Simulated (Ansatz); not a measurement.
# Which functional for work functions? 14 faces: 4d metals

Five functionals are run on the same slabs. Which comes nearest to measured work functions, is its error a steady shift or a scatter, and what does it cost?

Measured values are compiled ones, as quoted in “Anisotropic work function of elemental crystals” (2019, arxiv:1902.07811).

Set-up. Ansatz 0.2.0, plane waves with PAW datasets (its set soft_2) at their recommended cutoffs; symmetric slabs of 7 layers (11 for bcc (111)) cut at the tabulated experimental lattice constant, atoms at bulk places, 18 Å of vacuum, k-spacing 0.16 Å⁻¹ (2π included), Fermi-Dirac smearing of 0.1 eV, SCF threshold 1e-9 eV; spin-polarised where the metal is Fe, Co or Ni. The work function is the vacuum level less the Fermi level; differences are formed before rounding. CPU times are from shared hosts of several kinds.

Results:

```
                                             face  measured (eV)  LDA error (eV)  PBEsol error (eV)  r2SCAN error (eV)  PBE error (eV)  RPBE error (eV)
                                          Nb(100)           3.97           +0.01              −0.16              −0.26           −0.25            −0.40
                                          Nb(110)           4.63           +0.16              +0.01              −0.01           −0.09            −0.22
                                          Nb(111)           4.08           −0.39              −0.59              −0.72           −0.67            −0.82
                                          Mo(110)           4.95           +0.01              −0.18              −0.25           −0.29            −0.44
                                          Mo(111)           4.52           −0.51              −0.73              −0.83           −0.81            −0.97
                                          Rh(100)            5.3           +0.14              −0.12              −0.24           −0.25            −0.43
                                          Rh(110)           4.86           +0.20              −0.07              −0.20           −0.18            −0.36
                                          Rh(111)           5.46           +0.10              −0.16              −0.30           −0.29            −0.47
                                          Pd(100)           5.48           +0.02              −0.27              −0.40           −0.39            −0.59
                                          Pd(110)           5.07           +0.17              −0.13              −0.24           −0.23            −0.42
                                          Pd(111)           5.67           −0.03              −0.31              −0.45           −0.45            −0.64
                                          Ag(100)           4.36           +0.36              +0.06              −0.11           −0.06            −0.27
                                          Ag(110)            4.1           +0.44              +0.14              −0.05           +0.02            −0.18
                                          Ag(111)           4.53           +0.34              +0.05              −0.12           −0.08            −0.28
                                       mean error                          +0.07              −0.18              −0.30           −0.29            −0.46
                              mean absolute error                           0.21               0.21               0.30            0.29             0.46
                            spread about the mean                           0.25               0.23               0.23            0.22             0.22
mean absolute error, PBE's relaxation shift added                           0.18               0.18               0.26            0.26             0.43
            CPU time over PBE's (median, rounded)                              1                  1                  3               1                1
```

What this shows: LDA has the smallest mean absolute error, 0.21 eV, but PBEsol, r2SCAN and PBE are within 0.1 eV of it, which measured values of this quality can't tell apart. LDA's error is mostly scatter (mean +0.07, spread 0.25 eV), and its worst face is Mo(111), where relaxation alone moves PBE by +0.25 eV. Relaxation moves PBE's values by −0.13 to +0.37 eV; with that shift added to every functional (zero where a face has no relaxed run), the two smallest errors are 0.18 eV (LDA) and 0.18 eV (PBEsol). The mean errors run from −0.46 to +0.07 eV, while the spread about the mean stays between 0.22 and 0.25 eV: the functionals differ from each other mostly by a common shift. PBE is low on average by 0.29 eV. r2SCAN, at its higher cutoff, takes about 2.9 times PBE's time (median) for a mean absolute error of 0.30 eV against PBE's 0.29 eV.

What the numbers leave out: Compiled measured values differ between sources by a tenth of an eV or more, which bounds what the ranking can tell. The slabs are unrelaxed and share the tabulated experimental lattice constant; faces that reconstruct, and Cr, whose antiferromagnetism these cells miss, and faces where a run is missing or in doubt, are left out. The table is a selection: not every member that was run is listed.

[Logs are printed without paths, hosts, clocks, repeated set-up lines and the standing remarks that a program may print on its own settings, such as how far it seeks lower states.]
